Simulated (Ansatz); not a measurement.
# How fast states decay through AlGa3P4, part 3 of 3

Wanted: the relaxed cell of AlGa3P4, its band edges and its decay constants. It is built by putting P for N in the AlGa3N4 structure of space group P-43m, with the volume rescaled by atomic radii. The parent structure comes from the Materials Project.

Ansatz 0.2.0; PBE DFT, plane waves, PAW files (the session's first sound run).

So far, gap on the k-mesh (eV): step 3 (band edges) 1.64; step 4 (complex bands, plane (001), k-mesh 4×4×4) 1.64.

The structure was built from a prototype and need not be the compound's stable phase.

## 6. Complex bands, plane (110), k-mesh 6×6×6

Level of this step: PBE DFT, plane waves, PAW files; complex bands by layer matching along the plane's normal (Ansatz).

The same for the (110) plane, at (0, 0) and (-0.5, 0), to see how the decay depends on direction.

Contents of input.yaml:

```yaml
crystal:
  lattice:
    - [5.507218412, 0.0, 0.0]
    - [0.0, 7.788382968, 0.0]
    - [0.0, 3.894191484, 3.894191484]
  atoms:
    - { symbol: Al, position: [0.0, 0.0, 0.0] }
    - { symbol: Ga, position: [0.0, 0.5, 0.0] }
    - { symbol: Ga, position: [0.5, 0.0, 0.5] }
    - { symbol: Ga, position: [0.5, 0.5, 0.5] }
    - { symbol: P, position: [0.24949871, 0.24949871, 0.50100258] }
    - { symbol: P, position: [0.75050129, 0.75050129, 0.0] }
    - { symbol: P, position: [0.75050129, 0.24949871, 0.0] }
    - { symbol: P, position: [0.24949871, 0.75050129, 0.49899742] }
kpoints:
  mp_grid: { grid: [6, 6, 6] }
scf:
  occupations: { method: fixed }
hamiltonian:
  xc: pbe
output:
  eigenvalues: true
  transmission:
    leads: [[0, 0]]
    kpoints: [[0.0, 0.0], [-0.5, 0.0]]
    e_range: [-1.0, 2.64]
    de: 0.07
```

Run with:

```
> ansatz run input.yaml --threads 2 --pin off --max-ram 4096MiB --backend cpu --events-out ev --progress --plain --runs-dir out
```

Numbers of over 12 decimals in the logs are rounded to 6 here.

The log of the run:

```text
[...]
Crystal: 8 atoms, lattice volume = 167.031 Å³
Basis set: ecut = 420 eV, 3239 PW (Γ)
Bands: 39, of which v1, the nominal top of the filled ones, is band 31 counted from 1 (30 counted from 0)
Symmetry: 24 space group operations
[...]
k-points: 20 of 216 (time reversal used)
[...]
SCF iter   1: F=—  HF=-14913.109814 eV  |F-HF|=—  |Δ(HF+E_count)|=         —  Δρ=1.40e-3  dr2=5.48e-3  ethr=1.77e-3  ⟨swp⟩=6.0  Hψ=2992  notcnv=0  defer=103
[...]
SCF iter   7: F=-14913.105021 eV  HF=-14913.105021 eV  |F-HF|=4.08e-9  |Δ(HF+E_count)|=   2.70e-7  Δρ=1.72e-6  dr2=7.11e-9  ethr=1.61e-10  ⟨swp⟩=12.3  Hψ=3302  notcnv=0
SCF 1 converged in 7 iterations: F = -14913.105021 eV  dr2 = 7.11e-9
[...]
transmission: 6 of 12 steps passed
transmission: 12 of 12 steps passed
SCF converged after 7 iterations
Free energy (F): -14913.105021 eV
[...]
Internal energy: -14913.105021 eV  (E = F + TS)
E sigma→0 (E₀):  -14913.105021 eV
Fermi energy:    6.207087 eV
[...]
--- Band table (eV; the first three rows and the last of 20) ---
  k-point 0: bands = [... 27 lower, 3.7861, 6.2071, 6.2071, 6.2071, 7.9325, 7.9325, 7.9325, 7.9696, ... 4 higher]
  k-point 1: bands = [... 27 lower, 3.9618, 4.6694, 5.6258, 6.1215, 8.1871, 8.3768, 8.4835, 8.8566, ... 4 higher]
  k-point 2: bands = [... 27 lower, 4.3629, 4.3758, 4.4683, 5.7786, 8.7876, 9.4712, 9.7908, 10.0651, ... 4 higher]
  k-point 19: bands = [... 27 lower, 5.2416, 5.2790, 5.2790, 5.2790, 7.8473, 7.8473, 7.8473, 8.8412, ... 4 higher]
--- Transmission ---
  basis      : 373 plane waves across, 6 finite elements along
  points     : 2, as listed
[...]
crystal 0  : Al1Ga3P4, at the sites [0, 0], period 3.8942 Å: whole cells are its period
[...]
channels       : 0.000000e0 a spin
[...]
slowest decay  : 0.1125 /Å at (0.0000, 0.0000)
```

Wall time 1.9 min (2 threads of Intel Xeon Platinum 8488C (Sapphire Rapids), shared host); peak memory 1.3 GiB; 3 min of CPU time.

Numbers from this step:

| Quantity | Value |
| --- | --- |
| free energy | -14913.1050 eV |
| Fermi energy | 6.207 eV |
| gap on the k-mesh | 1.640 eV |
| level to which the leads are filled | 0.8201 eV from the Fermi level |
| decay constant at the filling level, zone centre | 0.1125 Å⁻¹ |
| decay constant at the filling level, slowest listed point | 0.1125 Å⁻¹ |

K parallel (0, 0); values up to 1.5 1/Å, a degenerate pair printed once or twice; energies at which all values exceed this have no row. Table of Im kz of the slowest decaying states by energy, zero at the highest filled level on the SCF mesh:

| energy (eV) | decay 1 (Å⁻¹) | decay 2 (Å⁻¹) | decay 3 (Å⁻¹) | decay 4 (Å⁻¹) |
| --- | --- | --- | --- | --- |
| -1.0000 | 0.0182 | 0.0418 | 0.0638 | 0.208 |
| -0.7200 | 0.127 | 0.136 | 0.212 | 0.381 |
| -0.5100 | 0.157 | 0.165 | 0.212 | 0.376 |
| -0.2300 | 0.182 | 0.190 | 0.209 | 0.363 |
| -0.0200 | 0.196 | 0.203 | 0.205 | 0.343 |
| 0.2600 | 0.0767 | 0.183 | 0.208 | 0.215 |
| 0.4700 | 0.0968 | 0.207 | 0.213 | 0.221 |
| 0.7500 | 0.111 | 0.178 | 0.217 | 0.225 |
| 1.0300 | 0.114 | 0.157 | 0.217 | 0.225 |
| 1.2400 | 0.110 | 0.137 | 0.210 | 0.215 |
| 1.5200 | 0.0863 | 0.120 | 0.137 | 0.197 |
| 1.7300 | 0.0134 | 0.0156 | 0.0596 | 0.203 |
| 2.0100 | 0.191 | 0.197 | 0.238 | 0.510 |
| 2.2200 | 0.179 | 0.185 | 0.193 | 0.490 |
| 2.5000 | 0.125 | 0.159 | 0.163 | 0.460 |

K parallel (0, 0). Table of Re kz of states that move upwards by energy, zero at the highest filled level on the SCF mesh:

| energy (eV) | channel 1 (Å⁻¹) | channel 2 (Å⁻¹) | channel 3 (Å⁻¹) | channel 4 (Å⁻¹) | channel 5 (Å⁻¹) | channel 6 (Å⁻¹) |
| --- | --- | --- | --- | --- | --- | --- |
| -1.0000 | -0.364 | -0.198 | - | - | - | - |
| -0.7200 | -0.675 | -0.302 | -0.160 | - | - | - |
| -0.5100 | -0.580 | -0.251 | -0.129 | - | - | - |
| -0.2300 | -0.413 | -0.166 | -0.0815 | - | - | - |
| -0.0200 | -0.137 | -0.0484 | -0.0228 | - | - | - |
| 0.2600 | - | - | - | - | - | - |
| 0.4700 | - | - | - | - | - | - |
| 0.7500 | - | - | - | - | - | - |
| 1.0300 | - | - | - | - | - | - |
| 1.2400 | - | - | - | - | - | - |
| 1.5200 | - | - | - | - | - | - |
| 1.7300 | 0.0184 | 0.0767 | 0.0917 | - | - | - |
| 2.0100 | 0.0860 | 0.104 | 0.121 | 0.194 | 0.225 | 0.286 |
| 2.2200 | 0.133 | 0.148 | 0.178 | 0.255 | 0.281 | 0.390 |
| 2.5000 | 0.181 | 0.212 | 0.240 | 0.321 | 0.342 | 0.507 |

K parallel (-0.5, 0); values up to 1.5 1/Å, a degenerate pair printed once or twice; energies at which all values exceed this have no row. Im kz of the slowest decaying states against energy, zero at the highest filled level on the SCF mesh:

| energy (eV) | decay 1 (Å⁻¹) | decay 2 (Å⁻¹) | decay 3 (Å⁻¹) | decay 4 (Å⁻¹) |
| --- | --- | --- | --- | --- |
| -1.00 | 0.0439 | 0.0699 | 0.0968 | 0.195 |
| -0.79 | 0.0705 | 0.0829 | 0.166 | 0.172 |
| -0.65 | 0.0940 | 0.107 | 0.214 | 0.224 |
| -0.44 | 0.116 | 0.130 | 0.233 | 0.237 |
| -0.30 | 0.127 | 0.141 | 0.237 | 0.239 |
| -0.09 | 0.137 | 0.152 | 0.241 | 0.241 |
| -0.02 | 0.140 | 0.155 | 0.241 | 0.242 |
| 0.12 | 0.143 | 0.159 | 0.241 | 0.242 |
| 0.26 | 0.145 | 0.162 | 0.239 | 0.242 |
| 0.47 | 0.145 | 0.162 | 0.236 | 0.240 |
| 0.61 | 0.143 | 0.160 | 0.232 | 0.237 |
| 0.82 | 0.136 | 0.154 | 0.225 | 0.232 |
| 1.03 | 0.125 | 0.142 | 0.216 | 0.216 |
| 1.17 | 0.114 | 0.131 | 0.194 | 0.209 |
| 1.38 | 0.0893 | 0.104 | 0.150 | 0.195 |
| 1.52 | 0.0629 | 0.0740 | 0.104 | 0.184 |
| 1.73 | 0.162 | 0.179 | 0.232 | 0.513 |
| 1.94 | 0.133 | 0.157 | 0.206 | 0.496 |
| 2.08 | 0.105 | 0.137 | 0.185 | 0.484 |
| 2.29 | 0.0944 | 0.148 | 0.464 | 0.488 |
| 2.43 | 0.0338 | 0.115 | 0.450 | 0.474 |
| 2.64 | 0.426 | 0.451 | 0.468 | 0.477 |

At the listed wavevectors the last open channel is at -0.02 eV and the next at +1.66 eV on the grid. At +0.82 eV, the grid energy nearest the filling level (the middle of the gap on the SCF mesh), the slowest state at the listed wavevectors decays with κ = 0.113 Å⁻¹, its amplitude falling by e over 8.9 Å; the first such run, plane (001), gave 0.122 Å⁻¹.

## 7. Band edges at another level, cutoff 3600 eV

This step: PBE DFT, plane waves, JTH PAW files (Ansatz 0.2.0).

The edges again with JTH files, at the same atoms. Against that run the cutoff is 3600 eV against 420.

Contents of input.yaml:

```yaml
crystal:
  lattice:
    - [5.5072184115, 0.0, 0.0]
    - [0.0, 5.5072184115, 0.0]
    - [0.0, 0.0, 5.5072184115]
  atoms:
    - { symbol: Al, position: [0.0, 0.0, 0.0] }
    - { symbol: Ga, position: [0.5, 0.5, 0.0] }
    - { symbol: Ga, position: [0.5, 0.0, 0.5] }
    - { symbol: Ga, position: [0.0, 0.5, 0.5] }
    - { symbol: P, position: [0.75050129, 0.75050129, 0.24949871] }
    - { symbol: P, position: [0.75050129, 0.24949871, 0.75050129] }
    - { symbol: P, position: [0.24949871, 0.75050129, 0.75050129] }
    - { symbol: P, position: [0.24949871, 0.24949871, 0.24949871] }
kpoints:
  mp_grid: { grid: [6, 6, 6] }
  band_path: { path: [VBM, CBM], npoints: 30 }
scf:
  occupations: { method: fixed }
hamiltonian:
  xc: pbe
  pseudopotentials: { kind: paw, source: jth }
output:
  eigenvalues: true
```

The log of the run:

```text
Warning: <dir> the checks of this Al dataset prove no rule for summing its radial tables, as where they were carried onto another mesh than they were made on, and Gregory's rule is taken, under which a leading mesh point left out moves its sums only by what lay on the interval it spanned. That does not make them correct, and they differ from Quantum ESPRESSO's on this file; a re-export a fraction of a mesh step off can move them. hamiltonian.pseudopotentials.radial_quadrature: simpson_from_first_knot sums it by `pw.x`'s rule; on a PAW file no value gives `pw.x`'s numbers. What more to know: hamiltonian.pseudopotentials.radial_quadrature, in the input reference
Warning: <dir> the checks of this Ga dataset prove no rule for summing its radial tables, as where they were carried onto another mesh than they were made on, and Gregory's rule is taken, under which a leading mesh point left out moves its sums only by what lay on the interval it spanned. That does not make them correct, and they differ from Quantum ESPRESSO's on this file; a re-export a fraction of a mesh step off can move them. hamiltonian.pseudopotentials.radial_quadrature: simpson_from_first_knot sums it by `pw.x`'s rule; on a PAW file no value gives `pw.x`'s numbers. What more to know: hamiltonian.pseudopotentials.radial_quadrature, in the input reference
Warning: <dir> the checks of this P dataset prove no rule for summing its radial tables, as where they were carried onto another mesh than they were made on, and Gregory's rule is taken, under which a leading mesh point left out moves its sums only by what lay on the interval it spanned. That does not make them correct, and they differ from Quantum ESPRESSO's on this file; a re-export a fraction of a mesh step off can move them. hamiltonian.pseudopotentials.radial_quadrature: simpson_from_first_knot sums it by `pw.x`'s rule; on a PAW file no value gives `pw.x`'s numbers. What more to know: hamiltonian.pseudopotentials.radial_quadrature, in the input reference
[...]
Crystal: 8 atoms, lattice volume = 167.031 Å³
Basis set: ecut = 3600 eV, 81793 PW (Γ)
Bands: 39, of which v1, the nominal top of the filled ones, is band 31 counted from 1 (30 counted from 0)
Symmetry: 24 space group operations
[...]
k-points: 20 of 216 (time reversal used)
[...]
SCF iter   1: F=—  HF=-14908.256705 eV  |F-HF|=—  |Δ(HF+E_count)|=         —  Δρ=3.87e-2  dr2=2.85e0  ethr=3.10e-3  ⟨swp⟩=6.8  Hψ=4010  notcnv=0  defer=87
[...]
SCF iter   8: F=-14907.619425 eV  HF=-14907.619425 eV  |F-HF|=2.45e-8  |Δ(HF+E_count)|=   1.76e-6  Δρ=4.63e-6  dr2=2.57e-8  ethr=1.61e-10  ⟨swp⟩=16.4  Hψ=4546  notcnv=0
SCF 1 converged in 8 iterations: F = -14907.619425 eV  dr2 = 2.57e-8
[...]
SCF converged after 8 iterations
Free energy (F): -14907.619425 eV
[...]
Internal energy: -14907.619425 eV  (E = F + TS)
E sigma→0 (E₀):  -14907.619425 eV
Fermi energy:    6.529398 eV
[...]
--- Band table (eV; the first three rows and the last of 20) ---
  k-point 0: bands = [... 27 lower, 4.1059, 6.5294, 6.5294, 6.5294, 8.2516, 8.2516, 8.2516, 8.2909, ... 4 higher]
  k-point 1: bands = [... 27 lower, 4.2077, 5.7420, 6.2504, 6.2504, 8.1935, 8.7169, 8.7552, 8.7552, ... 4 higher]
  k-point 2: bands = [... 27 lower, 4.5224, 4.5224, 5.6489, 5.6489, 8.4193, 9.4504, 9.4949, 9.9875, ... 4 higher]
  k-point 19: bands = [... 27 lower, 5.5630, 5.6004, 5.6004, 5.6004, 8.1666, 8.1666, 8.1666, 9.1571, ... 4 higher]
```

The job ended after 8.4 min (2 threads; peak memory 3.3 GiB; 16 min of CPU time).

This step gave:

- free energy: -14907.6194 eV
- Fermi energy: 6.529 eV
- gap on the k-mesh: 1.637 eV
- gap on path: 1.637 eV, by band count; negative where bands overlap
- direct gap on path: 1.722 eV

The electronic bands at the labelled points (eV, zero at the Fermi level (highest filled level under fixed occupations); v1 is the highest filled band, c1 the lowest empty one):

| point | v4 | v3 | v2 | v1 | c1 | c2 | c3 | c4 |
| --- | --- | --- | --- | --- | --- | --- | --- | --- |
| VBM | -2.42 | 0.00 | 0.00 | 0.00 | 1.72 | 1.72 | 1.72 | 1.76 |
| halfway | -1.83 | -1.81 | -0.57 | -0.57 | 2.27 | 2.44 | 2.44 | 2.88 |
| CBM | -0.97 | -0.93 | -0.93 | -0.93 | 1.64 | 1.64 | 1.64 | 2.63 |

The searched edges give 1.64 eV, as on the mesh.

## 8. Complex bands at another level

This step: PBE DFT, plane waves, JTH PAW files; complex bands by layer matching along the plane's normal (Ansatz 0.2.0).

The complex bands at that level, over its own gap, at (0, 0) and (-0.5, -0.5).

input.yaml, as its differences from that of step 7:

```diff
@@ -2,5 +2,5 @@
   lattice:
-    - [5.5072184115, 0.0, 0.0]
-    - [0.0, 5.5072184115, 0.0]
-    - [0.0, 0.0, 5.5072184115]
+    - [5.507218412, 0.0, 0.0]
+    - [0.0, 5.507218412, 0.0]
+    - [0.0, 0.0, 5.507218412]
   atoms:
@@ -15,4 +15,3 @@
 kpoints:
-  mp_grid: { grid: [6, 6, 6] }
-  band_path: { path: [VBM, CBM], npoints: 30 }
+  mp_grid: { grid: [4, 4, 4] }
 scf:
@@ -24 +23,6 @@
   eigenvalues: true
+  transmission:
+    leads: [[0, 0]]
+    kpoints: [[0.0, 0.0], [-0.5, -0.5]]
+    e_range: [-1.0, 2.64]
+    de: 0.07
```

The log of the run:

```text
Warning: <dir> the checks of this Al dataset prove no rule for summing its radial tables, as where they were carried onto another mesh than they were made on, and Gregory's rule is taken, under which a leading mesh point left out moves its sums only by what lay on the interval it spanned. That does not make them correct, and they differ from Quantum ESPRESSO's on this file; a re-export a fraction of a mesh step off can move them. hamiltonian.pseudopotentials.radial_quadrature: simpson_from_first_knot sums it by `pw.x`'s rule; on a PAW file no value gives `pw.x`'s numbers. What more to know: hamiltonian.pseudopotentials.radial_quadrature, in the input reference
Warning: <dir> the checks of this Ga dataset prove no rule for summing its radial tables, as where they were carried onto another mesh than they were made on, and Gregory's rule is taken, under which a leading mesh point left out moves its sums only by what lay on the interval it spanned. That does not make them correct, and they differ from Quantum ESPRESSO's on this file; a re-export a fraction of a mesh step off can move them. hamiltonian.pseudopotentials.radial_quadrature: simpson_from_first_knot sums it by `pw.x`'s rule; on a PAW file no value gives `pw.x`'s numbers. What more to know: hamiltonian.pseudopotentials.radial_quadrature, in the input reference
Warning: <dir> the checks of this P dataset prove no rule for summing its radial tables, as where they were carried onto another mesh than they were made on, and Gregory's rule is taken, under which a leading mesh point left out moves its sums only by what lay on the interval it spanned. That does not make them correct, and they differ from Quantum ESPRESSO's on this file; a re-export a fraction of a mesh step off can move them. hamiltonian.pseudopotentials.radial_quadrature: simpson_from_first_knot sums it by `pw.x`'s rule; on a PAW file no value gives `pw.x`'s numbers. What more to know: hamiltonian.pseudopotentials.radial_quadrature, in the input reference
Engine: ansatz 0.2.0, x86_64-unknown-linux-gnu
Pseudopotentials: kind: paw
Pseudopotential: Al, paw, valence charge 3, recommended cutoff 570 eV (normal), Al.paw.azcp
Pseudopotential: Ga, paw, valence charge 13, recommended cutoff 3600 eV (normal), Ga.paw.azcp
Pseudopotential: P, paw, valence charge 5, recommended cutoff 840 eV (normal), P.paw.azcp
Functional definition: PBE
  parameter kappa = 0.804
  parameter beta = 0.066725
  exchange = pbe_x(kappa = kappa, mu = beta*pi^2/3)
  correlation = pbe_c(beta = beta)
Error: memory limit exceeded: the `transmission` phase of `transmission` needs 62.01 GiB against the run's memory maximum of 4.00 GiB; largest carriers: transmission 61.41 GiB, unmodelled-tail allowance 0.30 GiB, source scf tables 0.28 GiB, source scf state 0.01 GiB; the layers of output.transmission grow with the square of the cell's cross-section: a lower cutoff or a narrower output.transmission.e_range takes less, and so, most of all in a narrow cell, does a wider de; where no e_range is typed, a fill by count is planned with a gap of 40 thermal energies
with nothing else changed it takes a maximum of at least 62.02 GiB, with nothing to spare, and 68.22 GiB leaves up to a tenth: --max-ram 68.22GiB where that set the maximum, else more of the term that did, and with no share typed, where 68.22 GiB is over 0.88 of the host's memory or its container's limit, a share of 0.88 or more that holds the maximum too (--max-ram-frac F), where one does; The budget is ten eleventh [...]
`transmission` follows the SCF: where the deck gives it k-points, a mesh or a band count of its own, those are what to reduce (not on a resume, whose deck is fixed)
```

Wall time 0.54 s (2 threads); peak memory 0.38 GiB.

The input was rejected at the start.

The program's message: “Error: memory limit exceeded: the `transmission` phase of `transmission` needs 62.01 GiB against the run's memory maximum of 4.00 GiB; largest carriers: transmission 61.41 GiB, unmodelled-tail allowan …”

## 9. Summary of results

```yaml
band_gap: 1.64 eV
least_decay_constant_at_mid_gap_normal_to_001: 0.122 Å⁻¹
least_decay_constant_at_mid_gap_normal_to_110: 0.113 Å⁻¹
least_decay_constant_on_a_mesh_normal_to_001: 0.122 Å⁻¹
```

**Reading.** With PBE, the slowest decay at the wavevectors tried is κ = 0.113 Å⁻¹, normal to (110). Through such a film the transmission near mid-gap falls as exp(−2κd), a factor of ten every 10 Å. The directions tried decay at nearly the same rate. A free electron under a barrier of half the gap would need a mass of 0.059 mₑ to decay at this rate. The compound is made up by substitution; its stability against other phases and against distortions of the cell's symmetry was not tested. A semilocal functional narrows gaps, so real decay constants are likely larger.

[Logs are printed without paths, hosts, clocks, repeated set-up lines and the standing remarks that a program may print on its own settings, such as how far it seeks lower states.]

[Hosts, paths, dates, database ids (printed as entryN), source tags and the programs' standing remarks are cut or masked in the printed files.]
